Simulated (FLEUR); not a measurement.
# MnHg: which magnetic order is lowest

Does MnHg prefer parallel or opposed moments?

Calculated with FLEUR MaX-R8.1; PBEsol; all-electron FLAPW, Dirac cores, scalar-relativistic bands.

## (1) The starting structure

It takes space group Pm-3m (No. 221, cubic). Conventional cell: a = 3.315 Å, b = 3.315 Å, c = 3.315 Å, α = 90.00°, β = 90.00°, γ = 90.00°. Mn has 8 Hg at 2.87 Å nearest. Nearest to Hg lie 8 Mn at 2.87 Å. Farther neighbours are not listed.

Structure file:

```
Mn Hg
1.0
     3.31500    0.00000    0.00000
     0.00000    3.31500    0.00000
     0.00000    0.00000    3.31500
Mn Hg
1 1
Direct
  0.50000 0.50000 0.50000
  0.00000 0.00000 0.00000
```

## (2) Start 1: ferro +

The parallel start comes first: it shows whether parallel moments hold.

inpgen writes inp.xml from crystal.txt; cutoffs, mixing, functional, smearing and local orbitals are then set in the file. The k list default-1 (kpts.xml, not shown) is a Γ-centred 8×8×8 mesh; where the ranks do not divide the number of points, some are split in two of half the weight.

File inp.xml:

```
<?xml version="1.0" encoding="UTF-8" standalone="no"?>
<fleurInput fleurInputVersion="0.39">
   <comment>
      MnHg
   </comment>
   <calculationSetup>
      <cutoffs Kmax="3.6" Gmax="10.8" GmaxXC="10.8" numbands="0"/>
      <scfLoop itmax="90" minDistance="0.00002" maxIterBroyd="15" imix="Anderson" alpha="0.05" precondParam="0.0" spinf="2.0" sdNocoIR="T"/>
      <coreElectrons ctail="T" frcor="F" kcrel="0" coretail_lmax="0"/>
      <xcFunctional name="PBEs" relativisticCorrections="F"/>
      <magnetism jspins="2"/>
      <soc l_soc="F" theta="0.0" phi="0.0" spav="F"/>
      <expertModes spex="0" secvar="F"/>
      <geometryOptimization l_f="F" forcealpha="1.0" forcemix="BFGS" epsdisp="0.00001" epsforce="0.00001"/>
      <ldaU l_linMix="F" mixParam="0.05" spinf="1.0"/>
   </calculationSetup>
   <cell>
      <bzIntegration valenceElectrons="33.0" mode="hist" fermiSmearingEnergy="0.00110248">
         <kPointListSelection listName="default-1"/>
         <xi:include xmlns:xi="http://www.w3.org/2001/XInclude" href="kpts.xml"> </xi:include>
      </bzIntegration>
      <xi:include xmlns:xi="http://www.w3.org/2001/XInclude" href="sym.xml"> </xi:include>
      <bulkLattice scale="1.0">
         <bravaisMatrix>
            <row-1>    6.2644421030489994     0.0000000000000000     0.0000000000000000</row-1>
            <row-2>    0.0000000000000000     6.2644421030489994     0.0000000000000000</row-2>
            <row-3>    0.0000000000000000     0.0000000000000000     6.2644421030489994</row-3>
         </bravaisMatrix>
      </bulkLattice>
   </cell>
   <atomSpecies>
      <species name="Manganese 3.501" element="Mn" atomicNumber="25">
         <mtSphere radius="2.64" gridPoints="873" logIncrement="0.014"/>
         <atomicCutoffs lmax="10" lnonsphr="8"/>
         <electronConfig flipSpins="F">
            <coreConfig>(1s1/2) (2s1/2) (2p1/2) (2p3/2)</coreConfig>
            <valenceConfig>(3s1/2) (3p1/2) (3p3/2) (4s1/2) (3d3/2) (3d5/2)</valenceConfig>
            <stateOccupation state="(3d3/2)" spinUp="1.2505" spinDown="0.7495"/>
            <stateOccupation state="(3d5/2)" spinUp="3.0" spinDown="0.0"/>
         </electronConfig>
         <energyParameters s="4" p="4" d="3" f="4"/>
         <lo type="SCLO" l="0" n="3" eDeriv="0"/>
         <lo type="SCLO" l="1" n="3" eDeriv="0"/>
      </species>
      <species name="Mercury (Hg)" element="Hg" atomicNumber="80">
         <mtSphere radius="2.64" gridPoints="873" logIncrement="0.015"/>
         <atomicCutoffs lmax="10" lnonsphr="8"/>
         <electronConfig flipSpins="F">
            <coreConfig>(1s1/2) (2s1/2) (2p1/2) (2p3/2) (3s1/2) (3p1/2) (3p3/2) (4s1/2) (3d3/2) (3d5/2) (4p1/2) (4p3/2) (5s1/2) (4d3/2) (4d5/2) (4f5/2) (4f7/2)</coreConfig>
            <valenceConfig>(5p1/2) (5p3/2) (6s1/2) (5d3/2) (5d5/2)</valenceConfig>
         </electronConfig>
         <energyParameters s="6" p="6" d="5" f="5"/>
         <lo type="SCLO" l="1" n="5" eDeriv="0"/>
      </species>
   </atomSpecies>
   <atomGroups>
      <atomGroup species="Manganese 3.501">
         <relPos label="                   1">1.000/2.000 1.000/2.000 1.000/2.000</relPos>
         <force calculate="T" relaxXYZ="TTT"/>
      </atomGroup>
      <atomGroup species="Mercury (Hg)">
         <relPos label="                   2">.0000000000 .0000000000 .0000000000</relPos>
         <force calculate="T" relaxXYZ="TTT"/>
      </atomGroup>
   </atomGroups>
   <output dos="F" band="F" slice="F">
      <bandDOS minEnergy="-.5*Htr" maxEnergy="0.5*Htr" sigma="0.015" storeEVData="T"/>
      <plotting iplot="0" polar="F">
         <plot TwoD="T" vec1="  1.0  0.0  0.0" vec2="  0.0  1.0  0.0" vec3="  0.0  0.0  1.0" zero="  0.0  0.0  0.0" file="plot"/>
      </plotting>
      <moessbauerParams electricFieldGradient="F" isomerShift="F" coreHyperfine="F" valenceHyperfine="F"/>
   </output>
</fleurInput>
```

File crystal.txt:

```
MnHg
&input film=F cartesian=F /
3.31500000000  0.00000000000  0.00000000000
0.00000000000  3.31500000000  0.00000000000
0.00000000000  0.00000000000  3.31500000000
1.8897261246
1.0 1.0 1.0

2
25 0.50000000000  0.50000000000  0.50000000000 : 3.501
80 0.00000000000  0.00000000000  0.00000000000

&kpt div1=8 div2=8 div3=8 gamma=T /
```

The run is started by

```sh
$ OMP_NUM_THREADS=1 inpgen -f crystal.txt > inpgen.log  # inp.xml is then edited as shown
$ OMP_NUM_THREADS=1 mpirun -n 2 fleur_MPI > fleur.log
```

What it wrote:

```text
Welcome to FLEUR        (www.flapw.de)
      MaX-Release 8.1          (www.max-centre.eu)

 ========== k-point set info ==========
 Selected k-point list: default-1
 k-point list type: mesh
 0 x 0 x 0
 Number of k points: 36

 ------------Calculation Setup---------------------------
 Number of MPI-tasks      :            2
 Number of PE/node        :            2
 Number of OMP-threads    :            1
 k-points in parallel     :            2
 pe's per k-point         :            1
 No of k-point loops      :           18
 Eigenvalue solver        :       lapack
 Number of basis functions:          220
 Approximate size of matrices (H+S) per k-point:         0.001 GB
 --------------------------------------------------------
 Iteration:     1   Distance:      17.62009319 me/bohr^3
 Iteration:     2   Distance:      13.58842431 me/bohr^3
 Iteration:     3   Distance:       8.09668121 me/bohr^3
 Iteration:     4   Distance:       5.21520760 me/bohr^3
 Iteration:     5   Distance:       4.21191769 me/bohr^3
 Iteration:     6   Distance:       4.17770079 me/bohr^3
 Iteration:     7   Distance:       2.56973640 me/bohr^3
 Iteration:     8   Distance:       2.17555944 me/bohr^3
 Iteration:     9   Distance:       1.17022562 me/bohr^3
 Iteration:    10   Distance:       1.50225140 me/bohr^3
 Iteration:    11   Distance:       0.07593822 me/bohr^3
 Iteration:    12   Distance:       0.06753523 me/bohr^3
 Iteration:    13   Distance:       0.02203359 me/bohr^3
 Iteration:    14   Distance:       0.02540837 me/bohr^3
 Iteration:    15   Distance:       0.00896308 me/bohr^3
 Iteration:    16   Distance:       0.00872535 me/bohr^3
 Iteration:    17   Distance:       0.00742722 me/bohr^3
 Iteration:    18   Distance:       0.00050106 me/bohr^3
 Iteration:    19   Distance:       0.00014312 me/bohr^3
 Iteration:    20   Distance:       0.00015143 me/bohr^3
 Iteration:    21   Distance:       0.00006356 me/bohr^3
 Iteration:    22   Distance:       0.00003499 me/bohr^3
 Iteration:    23   Distance:       0.00000956 me/bohr^3

 ********************************************************************
 Run finished successfully
 Stop message:
   all done
 ********************************************************************

--- out.xml (last complete iteration) ---
<iteration numberForCurrentRun="   23" overallNumber="   23">
         [... left out ...]
         <bandgap value="0.0390821048" units="eV"/>
         <sumValenceSingleParticleEnergies value="-23.9057905416" units="Htr"/>
         <FermiEnergy value="0.3133576696" units="Htr"/>
         <valenceDensity>
            <mtCharges spin="1">
               <mtCharge atomType="1" total="9.0036769" s="1.2171926" p="3.2038999" d="4.5639769" f="0.0134617"/>
               <mtCharge atomType="2" total="8.3347159" s="0.3977129" p="3.2395247" d="4.6787118" f="0.0146216"/>
            </mtCharges>
            <mtCharges spin="2">
               <mtCharge atomType="1" total="5.0734400" s="1.1805106" p="3.1903099" d="0.6844547" f="0.0131806"/>
               <mtCharge atomType="2" total="8.3789485" s="0.4409566" p="3.2983299" d="4.6324159" f="0.0057637"/>
            </mtCharges>
            <spinDependentCharge spin="1" total="18.4546942" interstitial="1.1163014" mtSpheres="17.3383928"/>
            <spinDependentCharge spin="2" total="14.5453058" interstitial="1.0929173" mtSpheres="13.4523885"/>
            <totalCharge value="33.0000000000"/>
         </valenceDensity>
         [... left out ...]
         <allElectronCharges>
            <spinDependentCharge spin="1" total="54.4546942" interstitial="1.1163831" mtSpheres="53.3383110"/>
            <spinDependentCharge spin="2" total="50.5453058" interstitial="1.0929997" mtSpheres="49.4523062"/>
            <totalCharge value="104.9999999940"/>
         </allElectronCharges>
         <magneticMomentsInMTSpheres units="muBohr">
            <globalMagMoment atomType="1" vec="0.00000   0.00000   3.93024"/>
            <localMagMoment atomType="1" vec="0.00000   0.00000   3.93024"/>
            <globalMagMoment atomType="2" vec="0.00000   0.00000  -0.04423"/>
            <localMagMoment atomType="2" vec="0.00000   0.00000  -0.04423"/>
         </magneticMomentsInMTSpheres>
         <moessbauerParams unitsHFF="kG" unitsIS="e/bohr^3" unitsEFG="Htr/bohr^2">
         </moessbauerParams>
         <totalEnergy value="   -20813.9578867359" units="Htr">
            <sumOfEigenvalues value="   -12781.5021864329">
               <coreElectrons value="-12757.5963958912"/>
               <valenceElectrons value="-23.9057905416"/>
            </sumOfEigenvalues>
            <densityCoulombPotentialIntegral value="-36081.9543720381"/>
            <densityEffectivePotentialIntegral value="-36634.1739540741"/>
            <chargeDenXCDenIntegral value="-419.5011865772"/>
            <FockExchangeEnergyValence value="0.0000000000"/>
            <FockExchangeEnergyCore value="0.0000000000"/>
            <atomTypeDependentContributions atomType="1">
               <electronNucleiInteractionDifferentMTs value="1381.2170216446"/>
               <MadelungTerm value="-8.4378961510"/>
            </atomTypeDependentContributions>
            <atomTypeDependentContributions atomType="2">
               <electronNucleiInteractionDifferentMTs value="24784.3470078155"/>
               <MadelungTerm value="-32.1493561697"/>
            </atomTypeDependentContributions>
            <tkbTimesEntropy value="0.0001693750"/>
            <freeEnergy value="-20813.9580561109"/>
            <extrapolationTo0K value="-20813.9579714234"/>
         </totalEnergy>
         <densityConvergence units="me/bohr^3">
            <chargeDensity spin="1" distance="0.0000046145"/>
            <chargeDensity spin="2" distance="0.0000056444"/>
            <overallChargeDensity distance="0.0000038509"/>
            <spinDensity distance="0.0000095643"/>
         </densityConvergence>
      </iteration>
```

Wall time 26 s (2 MPI ranks of Arm Neoverse V1, shared host); peak memory 0.16 GiB.

This step gave:

* free energy: -566376.6520 eV
* program's band gap on this mesh (in a metal only a level spacing): 0.03908 eV
* magnetization: 3.909 μB
* final state: ferromagnetic
* largest moment: 3.930 μB

After 23 cycles the largest moment stands at 3.93 μB.

## (3) Order 2, typed as antiferro q=(0,1/2,1/2) +-

Reversing part of the moments tests the sign of the couplings between them.

The cell is doubled to 4 atoms to hold this order. The mesh is halved along the doubled vector, so that both cells sample the same points. The k list default-1 (kpts.xml, not shown) is a Γ-centred 8×4×8 mesh.

inp.xml: that of step 2 with these lines changed.

```diff
@@ -17,3 +17,3 @@
    <cell>
-      <bzIntegration valenceElectrons="33.0" mode="hist" fermiSmearingEnergy="0.00110248">
+      <bzIntegration valenceElectrons="66.0" mode="hist" fermiSmearingEnergy="0.00110248">
          <kPointListSelection listName="default-1"/>
@@ -25,4 +25,4 @@
             <row-1>    6.2644421030489994     0.0000000000000000     0.0000000000000000</row-1>
-            <row-2>    0.0000000000000000     6.2644421030489994     0.0000000000000000</row-2>
-            <row-3>    0.0000000000000000     0.0000000000000000     6.2644421030489994</row-3>
+            <row-2>    0.0000000000000000    12.5288842060979988     0.0000000000000000</row-2>
+            <row-3>    0.0000000000000000     6.2644421030489994     6.2644421030489994</row-3>
          </bravaisMatrix>
@@ -39,2 +39,15 @@
             <stateOccupation state="(3d5/2)" spinUp="3.0" spinDown="0.0"/>
+         </electronConfig>
+         <energyParameters s="4" p="4" d="3" f="4"/>
+         <lo type="SCLO" l="0" n="3" eDeriv="0"/>
+         <lo type="SCLO" l="1" n="3" eDeriv="0"/>
+      </species>
+      <species name="Manganese -3.501" element="Mn" atomicNumber="25">
+         <mtSphere radius="2.64" gridPoints="873" logIncrement="0.014"/>
+         <atomicCutoffs lmax="10" lnonsphr="8"/>
+         <electronConfig flipSpins="F">
+            <coreConfig>(1s1/2) (2s1/2) (2p1/2) (2p3/2)</coreConfig>
+            <valenceConfig>(3s1/2) (3p1/2) (3p3/2) (4s1/2) (3d3/2) (3d5/2)</valenceConfig>
+            <stateOccupation state="(3d3/2)" spinUp="0.7495" spinDown="1.2505"/>
+            <stateOccupation state="(3d5/2)" spinUp="0.0" spinDown="3.0"/>
          </electronConfig>
@@ -57,3 +70,7 @@
       <atomGroup species="Manganese 3.501">
-         <relPos label="                   1">1.000/2.000 1.000/2.000 1.000/2.000</relPos>
+         <relPos label="                   1">1.000/2.000 .0000000000 1.000/2.000</relPos>
+         <force calculate="T" relaxXYZ="TTT"/>
+      </atomGroup>
+      <atomGroup species="Manganese -3.501">
+         <relPos label="                   2">1.000/2.000 1.000/2.000 1.000/2.000</relPos>
          <force calculate="T" relaxXYZ="TTT"/>
@@ -61,3 +78,4 @@
       <atomGroup species="Mercury (Hg)">
-         <relPos label="                   2">.0000000000 .0000000000 .0000000000</relPos>
+         <relPos label="                   3">.0000000000 .0000000000 .0000000000</relPos>
+         <relPos label="                   4">.0000000000 1.000/2.000 .0000000000</relPos>
          <force calculate="T" relaxXYZ="TTT"/>
```

File crystal.txt:

```
MnHg
&input film=F cartesian=F /
3.31500000000  0.00000000000  0.00000000000
0.00000000000  6.63000000000  0.00000000000
0.00000000000  3.31500000000  3.31500000000
1.8897261246
1.0 1.0 1.0

4
25 0.50000000000  0.00000000000  0.50000000000 : 3.501
25 0.50000000000  0.50000000000  0.50000000000 : -3.501
80 0.00000000000  0.00000000000  0.00000000000
80 0.00000000000  0.50000000000  0.00000000000

&kpt div1=8 div2=4 div3=8 gamma=T /
```

What it wrote:

```text
[banner, memory and clock lines left out]
Welcome to FLEUR        (www.flapw.de)
      MaX-Release 8.1          (www.max-centre.eu)

 ========== k-point set info ==========
 Selected k-point list: default-1
 k-point list type: mesh
 0 x 0 x 0
 Number of k points: 66

 ------------Calculation Setup---------------------------
 Number of PE/node        :            2
 Number of OMP-threads    :            1
 k-points in parallel     :            2
 pe's per k-point         :            1
 No of k-point loops      :           33
 Eigenvalue solver        :       lapack
 Number of basis functions:          428
 Approximate size of matrices (H+S) per k-point:         0.003 GB
 Iteration:     1   Distance:      17.31066493 me/bohr^3
 Iteration:     2   Distance:      13.45334546 me/bohr^3
 Iteration:     3   Distance:       8.04596186 me/bohr^3
 Iteration:     4   Distance:       5.00499486 me/bohr^3
 Iteration:     5   Distance:       4.27089914 me/bohr^3
 Iteration:     6   Distance:       3.06915515 me/bohr^3
 Iteration:     7   Distance:       1.77971382 me/bohr^3
 Iteration:     8   Distance:       1.02180941 me/bohr^3
 Iteration:     9   Distance:       0.78080378 me/bohr^3
 Iteration:    10   Distance:       0.12675488 me/bohr^3
 Iteration:    11   Distance:       0.04151112 me/bohr^3
 Iteration:    12   Distance:       0.01409649 me/bohr^3
 Iteration:    13   Distance:       0.01334398 me/bohr^3
 Iteration:    14   Distance:       0.00197381 me/bohr^3
 Iteration:    15   Distance:       0.00211441 me/bohr^3
 Iteration:    16   Distance:       0.00202748 me/bohr^3
 Iteration:    17   Distance:       0.00107460 me/bohr^3
 Iteration:    18   Distance:       0.00071100 me/bohr^3
 Iteration:    19   Distance:       0.00043282 me/bohr^3
 Iteration:    20   Distance:       0.00017852 me/bohr^3
 Iteration:    21   Distance:       0.00002213 me/bohr^3
 Iteration:    22   Distance:       0.00002077 me/bohr^3
 Iteration:    23   Distance:       0.00000448 me/bohr^3

 ********************************************************************
 Run finished successfully
 Stop message:
   all done
 ********************************************************************

--- out.xml (last complete iteration) ---
<iteration numberForCurrentRun="   23" overallNumber="   23">
         [... left out ...]
         <bandgap value="0.0000000128" units="eV"/>
         <sumValenceSingleParticleEnergies value="-47.7794288873" units="Htr"/>
         <FermiEnergy value="0.3112960724" units="Htr"/>
         <valenceDensity>
            <mtCharges spin="1">
               <mtCharge atomType="1" total="9.0007988" s="1.2147727" p="3.2084641" d="4.5587371" f="0.0138182"/>
               <mtCharge atomType="2" total="5.0763580" s="1.1785602" p="3.1838497" d="0.6957093" f="0.0131218"/>
               <mtCharge atomType="3" total="8.3582993" s="0.4284700" p="3.2613994" d="4.6545103" f="0.0111069"/>
            </mtCharges>
            <mtCharges spin="2">
               <mtCharge atomType="1" total="5.0763579" s="1.1785602" p="3.1838497" d="0.6957092" f="0.0131218"/>
               <mtCharge atomType="2" total="9.0007988" s="1.2147727" p="3.2084641" d="4.5587371" f="0.0138182"/>
               <mtCharge atomType="3" total="8.3582993" s="0.4284700" p="3.2613994" d="4.6545103" f="0.0111069"/>
            </mtCharges>
            <spinDependentCharge spin="1" total="33.0000000" interstitial="2.2062447" mtSpheres="30.7937553"/>
            <spinDependentCharge spin="2" total="33.0000000" interstitial="2.2062447" mtSpheres="30.7937553"/>
            <totalCharge value="66.0000000000"/>
         </valenceDensity>
         [... left out ...]
         <magneticMomentsInMTSpheres units="muBohr">
            <globalMagMoment atomType="1" vec="0.00000   0.00000   3.92444"/>
            <localMagMoment atomType="1" vec="0.00000   0.00000   3.92444"/>
            <globalMagMoment atomType="2" vec="0.00000   0.00000  -3.92444"/>
            <localMagMoment atomType="2" vec="0.00000   0.00000  -3.92444"/>
            <globalMagMoment atomType="3" vec="0.00000   0.00000   0.00000"/>
            <localMagMoment atomType="3" vec="0.00000   0.00000   0.00000"/>
         </magneticMomentsInMTSpheres>
         [... left out ...]
         <totalEnergy value="   -41627.9106316088" units="Htr">
            <sumOfEigenvalues value="   -25562.9480755697">
               <coreElectrons value="-25515.1686466824"/>
               <valenceElectrons value="-47.7794288873"/>
            </sumOfEigenvalues>
            <densityCoulombPotentialIntegral value="-72163.8812668568"/>
            <densityEffectivePotentialIntegral value="-73268.3213424955"/>
            <chargeDenXCDenIntegral value="-839.0030423192"/>
            <FockExchangeEnergyValence value="0.0000000000"/>
            <FockExchangeEnergyCore value="0.0000000000"/>
         [... left out ...]
            <tkbTimesEntropy value="0.0004744346"/>
            <freeEnergy value="-41627.9111060434"/>
            <extrapolationTo0K value="-41627.9108688261"/>
         </totalEnergy>
         <densityConvergence units="me/bohr^3">
            <chargeDensity spin="1" distance="0.0000028474"/>
            <chargeDensity spin="2" distance="0.0000030461"/>
            <overallChargeDensity distance="0.0000044757"/>
            <spinDensity distance="0.0000038394"/>
         </densityConvergence>
      </iteration>
```

Wall time 3.2 min (2 MPI ranks); peak memory 0.26 GiB.

Spin moment in the muffin-tin sphere by atom:

```tsv
atom	spin moment in the muffin-tin sphere (μB)
Mn1	3.92
Mn2	-3.92
Hg3	0.00
Hg4	0.00
```

Numbers from this step:

| Quantity | Value |
| --- | --- |
| free energy | -1132753.1677 eV |
| program's band gap on this mesh (in a metal only a level spacing) | 1.28e-8 eV |
| magnetization | 0 μB |
| final state | antiferromagnetic |

It lies 68.1 meV a seeded atom over the first start, and its largest moment is 3.92 μB against 3.93 μB.

(Part 1 of 3 ends here.)

[Logs and program files are shortened in this print: banners, set-up blocks, solver, clock and traceback lines can be left out without a mark of their own.]

[Logs are printed without paths, hosts, clocks, repeated set-up lines and the standing remarks that a program may print on its own settings, such as how far it seeks lower states.]

[Hosts, paths, dates, database ids (printed as entryN), source tags and the programs' standing remarks are cut or masked in the printed files.]

[Where a cell is said to come from a database of computed structures, the database is the Materials Project.]
